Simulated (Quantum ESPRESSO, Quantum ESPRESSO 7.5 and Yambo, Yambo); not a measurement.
## BiAs (buckled honeycomb monolayer): G0W0 with Yambo, start to end

Wanted: ground state, empty states, screening and self-energy for BiAs (buckled honeycomb monolayer).

Method: PBE and many-body steps on it, plane waves, in Quantum ESPRESSO 7.5 and Yambo 5.3.0.

### 1. The structure

The cell holds 2 atoms: 1 As and 1 Bi. Cell: a = 4.005 Å, b = 4.005 Å, c = 14.000 Å, α = 90.0°, β = 90.0°, γ = 120.0°. Vacuum lies along c.

The structure was relaxed with PBE. The runs that relaxed it are not among those shown. Spin-orbit coupling is left out unless a step names it.

### 2. Ground state

This step: Quantum ESPRESSO 7.5; DFT, PBE, plane waves, norm-conserving pseudopotentials.

The ground-state density comes first.

pw.in

```
&control
  calculation = 'scf'
  prefix = 'x'
  outdir = 'o'
  pseudo_dir = 'pseudo'
/
&system
  ibrav = 0
  nat = 2
  ntyp = 2
  ecutwfc = 76.0
  nbnd = 20
  force_symmorphic = .true.
/
&electrons
  conv_thr = 1e-10
  electron_maxstep = 80
  mixing_beta = 0.5
/
ATOMIC_SPECIES
  As 74.922 As.upf
  Bi 208.98 Bi.upf
CELL_PARAMETERS angstrom
  4.0052035368 0.0000000003 0.0000000000
  -2.0026017687 3.4686080100 0.0000000000
  0.0000000000 0.0000000000 14.0000000000
ATOMIC_POSITIONS crystal
  As 0.3333333333 0.6666666667 0.4446190446
  Bi 0.6666666667 0.3333333333 0.5553809554
K_POINTS automatic
  9 9 1 0 0 0
```

Launch:

```console
OMP_NUM_THREADS=1 mpirun -n 4 pw.x -nk 4 -in pw.in > pw.out
```

What it wrote:

```text
Program PWSCF v.7.5 starts

     This program is part of the open-source Quantum ESPRESSO suite
     for quantum simulation of materials; please cite
         "P. Giannozzi et al., J. Phys.:Condens. Matter 21 395502 (2009);
         "P. Giannozzi et al., J. Phys.:Condens. Matter 29 465901 (2017);
         "P. Giannozzi et al., J. Chem. Phys. 152 154105 (2020);
     in publications or presentations arising from this work. More details at
     Message from routine setup:
     using ibrav=0 with symmetry is DISCOURAGED, use correct ibrav instead

     G-vector sticks info

     bravais-lattice index     =            0
     lattice parameter (alat)  =       7.5687  a.u.
     unit-cell volume          =    1312.5155 (a.u.)^3
     number of atoms/cell      =            2
     number of atomic types    =            2
     number of electrons       =        30.00
     number of Kohn-Sham states=           20
     kinetic-energy cutoff     =      76.0000  Ry
     charge density cutoff     =     304.0000  Ry
     scf convergence threshold =      1.0E-10
     mixing beta               =       0.5000
     number of iterations used =            8  plain     mixing
     Exchange-correlation= PBE
                           (   1   4   3   4   0   0   0)

     celldm(1)=   7.568738  celldm(2)=   0.000000  celldm(3)=   0.000000
     celldm(4)=   0.000000  celldm(5)=   0.000000  celldm(6)=   0.000000

     crystal axes: (cart. coord. in units of alat)
               a(1) = (   1.000000   0.000000   0.000000 )
               a(2) = (  -0.500000   0.866025   0.000000 )
               a(3) = (   0.000000   0.000000   3.495453 )

     reciprocal axes: (cart. coord. in units 2 pi/alat)
               b(1) = (  1.000000  0.577350 -0.000000 )
               b(2) = ( -0.000000  1.154701  0.000000 )
               b(3) = (  0.000000 -0.000000  0.286086 )
     Pseudo is Norm-conserving + core correction, Zval = 15.0
     Generated using ONCVPSP code by D. R. Hamann
     Using radial grid of 1358 points,  6 beta functions with:
     Pseudo is Norm-conserving + core correction, Zval = 15.0
     Generated using ONCVPSP code by D. R. Hamann
     Using radial grid of 1490 points,  6 beta functions with:
     As               15.00    74.92200     As( 1.00)
     Bi               15.00   208.98000     Bi( 1.00)

      6 Sym. Ops. (no inversion) found

   Cartesian axes

     site n.     atom                  positions (alat units)
         1        As     tau(   1) = (  -0.0000000   0.5773503   1.5541449  )
         2        Bi     tau(   2) = (   0.5000000   0.2886751   1.9413079  )

     number of k points=    12
                       cart. coord. in units 2pi/alat
        k(    1) = (   0.0000000   0.0000000   0.0000000), wk =   0.0246914
        k(    2) = (  -0.0000000   0.1283001   0.0000000), wk =   0.1481481
        k(    3) = (  -0.0000000   0.2566001   0.0000000), wk =   0.1481481
        k(    4) = (  -0.0000000   0.3849002   0.0000000), wk =   0.1481481
        k(    5) = (  -0.0000000   0.5132002   0.0000000), wk =   0.1481481
        k(    6) = (   0.1111111   0.1924501   0.0000000), wk =   0.1481481
        k(    7) = (   0.1111111   0.3207501   0.0000000), wk =   0.2962963
        k(    8) = (   0.1111111   0.4490502   0.0000000), wk =   0.2962963
        k(    9) = (   0.1111111   0.5773503   0.0000000), wk =   0.1481481
        k(   10) = (   0.2222222   0.3849002   0.0000000), wk =   0.1481481
        k(   11) = (   0.2222222   0.5132002   0.0000000), wk =   0.2962963
        k(   12) = (   0.3333333   0.5773503   0.0000000), wk =   0.0493827

     Dense  grid:   117327 G-vectors     FFT dimensions: (  45,  45, 150)

     Initial potential from superposition of free atoms

     starting charge      29.9989, renormalised to      30.0000
     Starting wfcs are   18 randomized atomic wfcs +    2 random wfcs

     per-process dynamical memory:    88.4 Mb

     Self-consistent Calculation

     iteration #  1     ecut=    76.00 Ry     beta= 0.50

     Threshold (ethr) on eigenvalues was too large:
     Diagonalizing with lowered threshold

     total energy              =    -376.17190453 Ry
     estimated scf accuracy    <       0.10771242 Ry

     iteration #  2     ecut=    76.00 Ry     beta= 0.50

     total energy              =    -376.15536075 Ry
     estimated scf accuracy    <       0.50875242 Ry

     iteration #  3     ecut=    76.00 Ry     beta= 0.50

     total energy              =    -376.21959536 Ry
     estimated scf accuracy    <       0.00413821 Ry

     iteration #  4     ecut=    76.00 Ry     beta= 0.50

     total energy              =    -376.22003586 Ry
     estimated scf accuracy    <       0.00019408 Ry

     iteration #  5     ecut=    76.00 Ry     beta= 0.50

     total energy              =    -376.22006250 Ry
     estimated scf accuracy    <       0.00001554 Ry

     iteration #  6     ecut=    76.00 Ry     beta= 0.50

     total energy              =    -376.22006427 Ry
     estimated scf accuracy    <       0.00000118 Ry

     iteration #  7     ecut=    76.00 Ry     beta= 0.50

     total energy              =    -376.22006447 Ry
     estimated scf accuracy    <       0.00000007 Ry

     iteration #  8     ecut=    76.00 Ry     beta= 0.50

     total energy              =    -376.22006449 Ry
     estimated scf accuracy    <          7.5E-09 Ry

     iteration #  9     ecut=    76.00 Ry     beta= 0.50

     total energy              =    -376.22006449 Ry
     estimated scf accuracy    <          4.0E-10 Ry

     iteration # 10     ecut=    76.00 Ry     beta= 0.50

     End of self-consistent calculation

          k = 0.0000 0.0000 0.0000 ( 14701 PWs)   bands (ev):

   -35.5856 -35.5856 -35.5548 -35.5548 -35.5426 -22.9214 -22.9214 -22.8586
   -22.8586 -22.8564 -13.2064  -8.2412  -1.1110  -0.5824  -0.5824   0.4786
     2.6387   2.6387   3.6674   4.1885

          k =-0.0000 0.1283 0.0000 ( 14714 PWs)   bands (ev):

   -35.5857 -35.5855 -35.5548 -35.5548 -35.5425 -22.9227 -22.9170 -22.8614
   -22.8590 -22.8535 -13.0734  -8.2735  -1.6969  -1.0666  -0.8397   1.2480
     2.3260   2.8595   3.8638   4.3584

          k =-0.0000 0.2566 0.0000 ( 14702 PWs)   bands (ev):

   -35.5856 -35.5851 -35.5550 -35.5548 -35.5423 -22.9266 -22.9059 -22.8678
   -22.8600 -22.8464 -12.6852  -8.4502  -2.9269  -1.3529  -1.0757   0.8936
     2.7842   3.1892   4.3270   4.7317

          k =-0.0000 0.3849 0.0000 ( 14696 PWs)   bands (ev):

     [... further k-points ...]

     highest occupied, lowest unoccupied level (ev):    -0.5824    0.4786

!    total energy              =    -376.22006449 Ry
     estimated scf accuracy    <          3.5E-11 Ry

     The total energy is the sum of the following terms:
     one-electron contribution =    -768.95244443 Ry
     hartree contribution      =     389.42827763 Ry
     xc contribution           =     -90.73795209 Ry
     ewald contribution        =      94.04205441 Ry

     convergence has been achieved in  10 iterations

     XML data file, charge density, pseudopotentials, collected wavefunctions

=------------------------------------------------------------------------------=
   JOB DONE.
=------------------------------------------------------------------------------=
```

Elapsed: 15 s, on 4 MPI ranks of Arm Neoverse V2, shared host; peak memory 0.57 GiB; 59 s of CPU time.

Numbers from this step:

| Item | Value |
| --- | --- |
| total energy | -5118.7347 eV |
| gap | 1.061 eV |
| k of the valence top | 0, 0, 0 |
| k of the conduction bottom | 0, 0, 0 |
| least direct gap | 1.061 eV |

The gap is direct, at Γ.

### 3. Bands along the symmetry lines

Levels along a band path, at the cheap level, show where the edges lie and whether the meshes to come will hold them.

pw.in

```
&control
  calculation = 'bands'
  prefix = 'x'
  outdir = 'o'
  pseudo_dir = 'pseudo'
/
&system
  ibrav = 0
  nat = 2
  ntyp = 2
  ecutwfc = 76.0
  nbnd = 21
  force_symmorphic = .true.
/
&electrons
  conv_thr = 1e-9
  electron_maxstep = 80
  diago_full_acc = .true.
  diago_thr_init = 5e-6
/
ATOMIC_SPECIES
  As 74.922 As.upf
  Bi 208.98 Bi.upf
CELL_PARAMETERS angstrom
  4.0052035368 0.0000000003 0.0000000000
  -2.0026017687 3.4686080100 0.0000000000
  0.0000000000 0.0000000000 14.0000000000
ATOMIC_POSITIONS crystal
  As 0.3333333333 0.6666666667 0.4446190446
  Bi 0.6666666667 0.3333333333 0.5553809554
K_POINTS crystal
  25
  0.00000000 0.00000000 0.00000000 1
  0.06250000 0.00000000 0.00000000 1
  0.12500000 0.00000000 0.00000000 1
  0.18750000 0.00000000 0.00000000 1
  0.25000000 0.00000000 0.00000000 1
  0.31250000 0.00000000 0.00000000 1
  0.37500000 0.00000000 0.00000000 1
  0.43750000 0.00000000 0.00000000 1
  0.50000000 0.00000000 0.00000000 1
  0.47916667 0.04166667 0.00000000 1
  0.45833333 0.08333333 0.00000000 1
  0.43750000 0.12500000 0.00000000 1
  0.41666666 0.16666666 0.00000000 1
  0.39583333 0.20833333 0.00000000 1
  0.37500000 0.25000000 0.00000000 1
  0.35416666 0.29166666 0.00000000 1
  0.33333333 0.33333333 0.00000000 1
  0.29166666 0.29166666 0.00000000 1
  0.25000000 0.25000000 0.00000000 1
  0.20833333 0.20833333 0.00000000 1
  0.16666666 0.16666666 0.00000000 1
  0.12500000 0.12500000 0.00000000 1
  0.08333333 0.08333333 0.00000000 1
  0.04166667 0.04166667 0.00000000 1
  0.00000000 0.00000000 0.00000000 1
```

What it wrote:

```text
[banner, memory and clock lines left out]
Program PWSCF v.7.5 starts

     Atomic positions and unit cell read from directory:
     o/x.save/

     Message from routine setup:
     using ibrav=0 with symmetry is DISCOURAGED, use correct ibrav instead

     G-vector sticks info

     bravais-lattice index     =            0
     lattice parameter (alat)  =       7.5687  a.u.
     unit-cell volume          =    1312.5155 (a.u.)^3
     number of atoms/cell      =            2
     number of atomic types    =            2
     number of electrons       =        30.00
     number of Kohn-Sham states=           21
     kinetic-energy cutoff     =      76.0000  Ry
     charge density cutoff     =     304.0000  Ry
     Exchange-correlation= PBE
                           (   1   4   3   4   0   0   0)

     celldm(1)=   7.568738  celldm(2)=   0.000000  celldm(3)=   0.000000
     celldm(4)=   0.000000  celldm(5)=   0.000000  celldm(6)=   0.000000

     crystal axes: (cart. coord. in units of alat)
               a(1) = (   1.000000   0.000000   0.000000 )
               a(2) = (  -0.500000   0.866025   0.000000 )
               a(3) = (   0.000000   0.000000   3.495453 )

     reciprocal axes: (cart. coord. in units 2 pi/alat)
               b(1) = (  1.000000  0.577350 -0.000000 )
               b(2) = ( -0.000000  1.154701  0.000000 )
               b(3) = (  0.000000 -0.000000  0.286086 )
     Pseudo is Norm-conserving + core correction, Zval = 15.0
     Generated using ONCVPSP code by D. R. Hamann
     Using radial grid of 1358 points,  6 beta functions with:
     Pseudo is Norm-conserving + core correction, Zval = 15.0
     Generated using ONCVPSP code by D. R. Hamann
     Using radial grid of 1490 points,  6 beta functions with:
     As               15.00    74.92200     As( 1.00)
     Bi               15.00   208.98000     Bi( 1.00)

      6 Sym. Ops. (no inversion) found

   Cartesian axes

     site n.     atom                  positions (alat units)
         1        As     tau(   1) = (  -0.0000000   0.5773503   1.5541449  )
         2        Bi     tau(   2) = (   0.5000000   0.2886751   1.9413079  )

     number of k points=    25
                       cart. coord. in units 2pi/alat
        k(    1) = (   0.0000000   0.0000000   0.0000000), wk =   0.0800000
        k(    2) = (   0.0625000   0.0360844   0.0000000), wk =   0.0800000
        k(    3) = (   0.1250000   0.0721688   0.0000000), wk =   0.0800000
[...]
[... 13 further rows ...]
        k(   24) = (   0.0416667   0.0721688   0.0000000), wk =   0.0800000
        k(   25) = (   0.0000000   0.0000000   0.0000000), wk =   0.0800000

     Dense  grid:   117327 G-vectors     FFT dimensions: (  45,  45, 150)

     The potential is recalculated from file :
     o/x.save/charge-density

     Starting wfcs are   18 randomized atomic wfcs +    3 random wfcs

     Band Structure Calculation

     End of band structure calculation

          k = 0.0000 0.0000 0.0000 ( 14701 PWs)   bands (ev):

   -35.5857 -35.5857 -35.5548 -35.5548 -35.5426 -22.9214 -22.9214 -22.8586
   -22.8586 -22.8564 -13.2064  -8.2413  -1.1110  -0.5824  -0.5824   0.4786
     2.6387   2.6387   3.6674   4.1885   5.6203

          k = 0.0625 0.0361 0.0000 ( 14727 PWs)   bands (ev):

   -35.5857 -35.5857 -35.5549 -35.5548 -35.5426 -22.9218 -22.9200 -22.8595
[...]
2.4675   2.7179   3.7347   4.2456   5.7355

          k = 0.1250 0.0722 0.0000 ( 14696 PWs)   bands (ev):

[...]
2.3406   2.9055   3.9112   4.3991   5.9034

[...]
k = 0.0417 0.0722 0.0000 ( 14721 PWs)   bands (ev):

[...]
2.4140   2.7486   3.7559   4.2639   5.7647

          k = 0.0000 0.0000 0.0000 ( 14701 PWs)   bands (ev):

   -35.5857 -35.5857 -35.5548 -35.5548 -35.5426 -22.9214 -22.9214 -22.8586
   -22.8586 -22.8564 -13.2064  -8.2413  -1.1110  -0.5824  -0.5824   0.4786
     2.6387   2.6387   3.6674   4.1885   5.6204

     XML data file, pseudopotentials, collected wavefunctions
```

Wall time 9.7 s (4 MPI ranks); peak memory 0.44 GiB; 38 s of CPU time.

Numbers from this step:

```
gap                        : 1.061 eV
k of the valence top       : 0, 0, 0
k of the conduction bottom : 0, 0, 0
least direct gap           : 1.061 eV
```

The gap is 1.061 eV, as in the run before at this level.

Electronic bands along the path, in eV, zero at the top of the highest filled band:

| point | band 12 | band 13 | band 14 | band 15 | band 16 | band 17 | band 18 | band 19 |
| --- | --- | --- | --- | --- | --- | --- | --- | --- |
| Γ | -7.66 | -0.53 | 0.00 | 0.00 | 1.06 | 3.22 | 3.22 | 4.25 |
| halfway | -7.95 | -2.57 | -0.90 | -0.55 | 1.38 | 3.42 | 3.82 | 5.04 |
| M | -9.11 | -3.11 | -1.51 | -1.48 | 1.69 | 2.79 | 3.89 | 5.62 |
| halfway | -9.25 | -3.19 | -2.08 | -1.50 | 2.21 | 3.15 | 3.46 | 6.07 |
| K | -9.67 | -3.49 | -1.92 | -1.78 | 1.78 | 3.47 | 3.98 | 7.03 |
| halfway | -8.10 | -2.58 | -1.81 | -0.52 | 2.16 | 3.00 | 3.74 | 5.27 |
| Γ | -7.66 | -0.53 | 0.00 | 0.00 | 1.06 | 3.22 | 3.22 | 4.25 |

The electronic bands as a text plot (rows in eV, shown from -8.0 to 4.8 only):

```
    4.5 |+++++++++                                        +++++++
    4.0 |         ++++++++++++++      ++++++++++++++++++++
    3.4 |++++++++++++++         ++++++++++++++            +++++++
    2.9 | +++++        +++++++++++++          ++++++++++++++++++
    2.4 |                        +++          ++++++++++++
    1.8 |    +++++        +++++++   ++++++++++            ++++++
    1.3 |++++     ++++++++                                      +
    0.8 |
    0.2 |*                                                      *
   -0.3 |************                               *************
   -0.8 |      ********                          ***         ***
   -1.3 |    **      ******************    ******      ******
   -1.9 |      ***              ***********         ***
   -2.4 |         ***                      ***************
   -2.9 |            ***************          ******
   -3.5 |                           **********
   -4.0 |
   -4.5 |
   -5.1 |
   -5.6 |
   -6.1 |
   -6.7 |
   -7.2 |
   -7.7 |************                                  **********
         Γ                   M           K                      Γ
```

### 4. Empty states on the mesh, 6×6×1 mesh, 40 bands

The sums over transitions need many empty states on a uniform mesh; this step solves for them.

pw.in

```
&control
  calculation = 'nscf'
  prefix = 'x'
  outdir = 'o'
  pseudo_dir = 'pseudo'
/
&system
  ibrav = 0
  nat = 2
  ntyp = 2
  ecutwfc = 76.0
  nbnd = 40
  force_symmorphic = .true.
/
&electrons
  conv_thr = 1e-9
  electron_maxstep = 80
  diago_full_acc = .true.
  diago_thr_init = 5e-6
/
ATOMIC_SPECIES
  As 74.922 As.upf
  Bi 208.98 Bi.upf
CELL_PARAMETERS angstrom
  4.0052035368 0.0000000003 0.0000000000
  -2.0026017687 3.4686080100 0.0000000000
  0.0000000000 0.0000000000 14.0000000000
ATOMIC_POSITIONS crystal
  As 0.3333333333 0.6666666667 0.4446190446
  Bi 0.6666666667 0.3333333333 0.5553809554
K_POINTS automatic
  6 6 1 0 0 0
```

What it wrote:

```text
[banner, memory and clock lines left out]
Program PWSCF v.7.5 starts

     Atomic positions and unit cell read from directory:
     o/x.save/

     Message from routine setup:
     using ibrav=0 with symmetry is DISCOURAGED, use correct ibrav instead

     G-vector sticks info

     bravais-lattice index     =            0
     lattice parameter (alat)  =       7.5687  a.u.
     unit-cell volume          =    1312.5155 (a.u.)^3
     number of atoms/cell      =            2
     number of atomic types    =            2
     number of electrons       =        30.00
     number of Kohn-Sham states=           40
     kinetic-energy cutoff     =      76.0000  Ry
     charge density cutoff     =     304.0000  Ry
     Exchange-correlation= PBE
                           (   1   4   3   4   0   0   0)

     celldm(1)=   7.568738  celldm(2)=   0.000000  celldm(3)=   0.000000
     celldm(4)=   0.000000  celldm(5)=   0.000000  celldm(6)=   0.000000

     crystal axes: (cart. coord. in units of alat)
               a(1) = (   1.000000   0.000000   0.000000 )
               a(2) = (  -0.500000   0.866025   0.000000 )
               a(3) = (   0.000000   0.000000   3.495453 )

     reciprocal axes: (cart. coord. in units 2 pi/alat)
               b(1) = (  1.000000  0.577350 -0.000000 )
               b(2) = ( -0.000000  1.154701  0.000000 )
               b(3) = (  0.000000 -0.000000  0.286086 )
     Pseudo is Norm-conserving + core correction, Zval = 15.0
     Generated using ONCVPSP code by D. R. Hamann
     Using radial grid of 1358 points,  6 beta functions with:
     Pseudo is Norm-conserving + core correction, Zval = 15.0
     Generated using ONCVPSP code by D. R. Hamann
     Using radial grid of 1490 points,  6 beta functions with:
     As               15.00    74.92200     As( 1.00)
     Bi               15.00   208.98000     Bi( 1.00)

      6 Sym. Ops. (no inversion) found

   Cartesian axes

     site n.     atom                  positions (alat units)
         1        As     tau(   1) = (  -0.0000000   0.5773503   1.5541449  )
         2        Bi     tau(   2) = (   0.5000000   0.2886751   1.9413079  )

     number of k points=     7
                       cart. coord. in units 2pi/alat
        k(    1) = (   0.0000000   0.0000000   0.0000000), wk =   0.0555556
        k(    2) = (  -0.0000000   0.1924501   0.0000000), wk =   0.3333333
        k(    3) = (  -0.0000000   0.3849002   0.0000000), wk =   0.3333333
        k(    4) = (   0.0000000  -0.5773503   0.0000000), wk =   0.1666667
        k(    5) = (   0.1666667   0.2886751   0.0000000), wk =   0.3333333
        k(    6) = (   0.1666667   0.4811252   0.0000000), wk =   0.6666667
        k(    7) = (   0.3333333   0.5773503   0.0000000), wk =   0.1111111

     Dense  grid:   117327 G-vectors     FFT dimensions: (  45,  45, 150)

     The potential is recalculated from file :
     o/x.save/charge-density

     Starting wfcs are   18 randomized atomic wfcs +   22 random wfcs

     Band Structure Calculation

     End of band structure calculation

          k = 0.0000 0.0000 0.0000 ( 14701 PWs)   bands (ev):

   -35.5857 -35.5857 -35.5548 -35.5548 -35.5426 -22.9214 -22.9214 -22.8586
   -22.8586 -22.8564 -13.2064  -8.2413  -1.1110  -0.5824  -0.5824   0.4786
     2.6387   2.6387   3.6674   4.1885   5.6203   6.9369   7.2951   8.6012
[...]
k =-0.0000 0.1925 0.0000 ( 14720 PWs)   bands (ev):

[...]
k =-0.0000 0.3849 0.0000 ( 14696 PWs)   bands (ev):

[...]
8.7877   9.2821   9.8458   9.9659  10.6410  11.0074  12.1719  12.4900
    12.7922  13.2236  13.3196  13.6725  13.8849  13.9678  14.1876  14.6367

          k = 0.0000-0.5774 0.0000 ( 14656 PWs)   bands (ev):

     [... further k-points ...]

     highest occupied, lowest unoccupied level (ev):    -0.5824    0.4786

     XML data file, pseudopotentials, collected wavefunctions
```

Elapsed: 8.6 s, on 4 MPI ranks; peak memory 0.52 GiB.

Numbers from this step:

* gap: 1.061 eV
* k of the valence top: 0, 0, 0
* k of the conduction bottom: 0, 0, 0
* least direct gap: 1.061 eV
* k points computed: 7
* lowest point of the top converged band, above the valence top: 15.22 eV

On this mesh the gap is 1.061 eV.

[end of part 1 of 2]

[Paths, hosts, dates, memory and timing lines, banners, echoed tables and standing remarks are left out of the program output.]

[Logs are printed without paths, hosts, clocks, repeated set-up lines and the standing remarks that a program may print on its own settings, such as how far it seeks lower states.]

[Runs of the session that timed out or met a known fault of the program may be left out.]

[Hosts, paths, dates, database ids (printed as entryN), source tags and the programs' standing remarks are cut or masked in the printed files.]
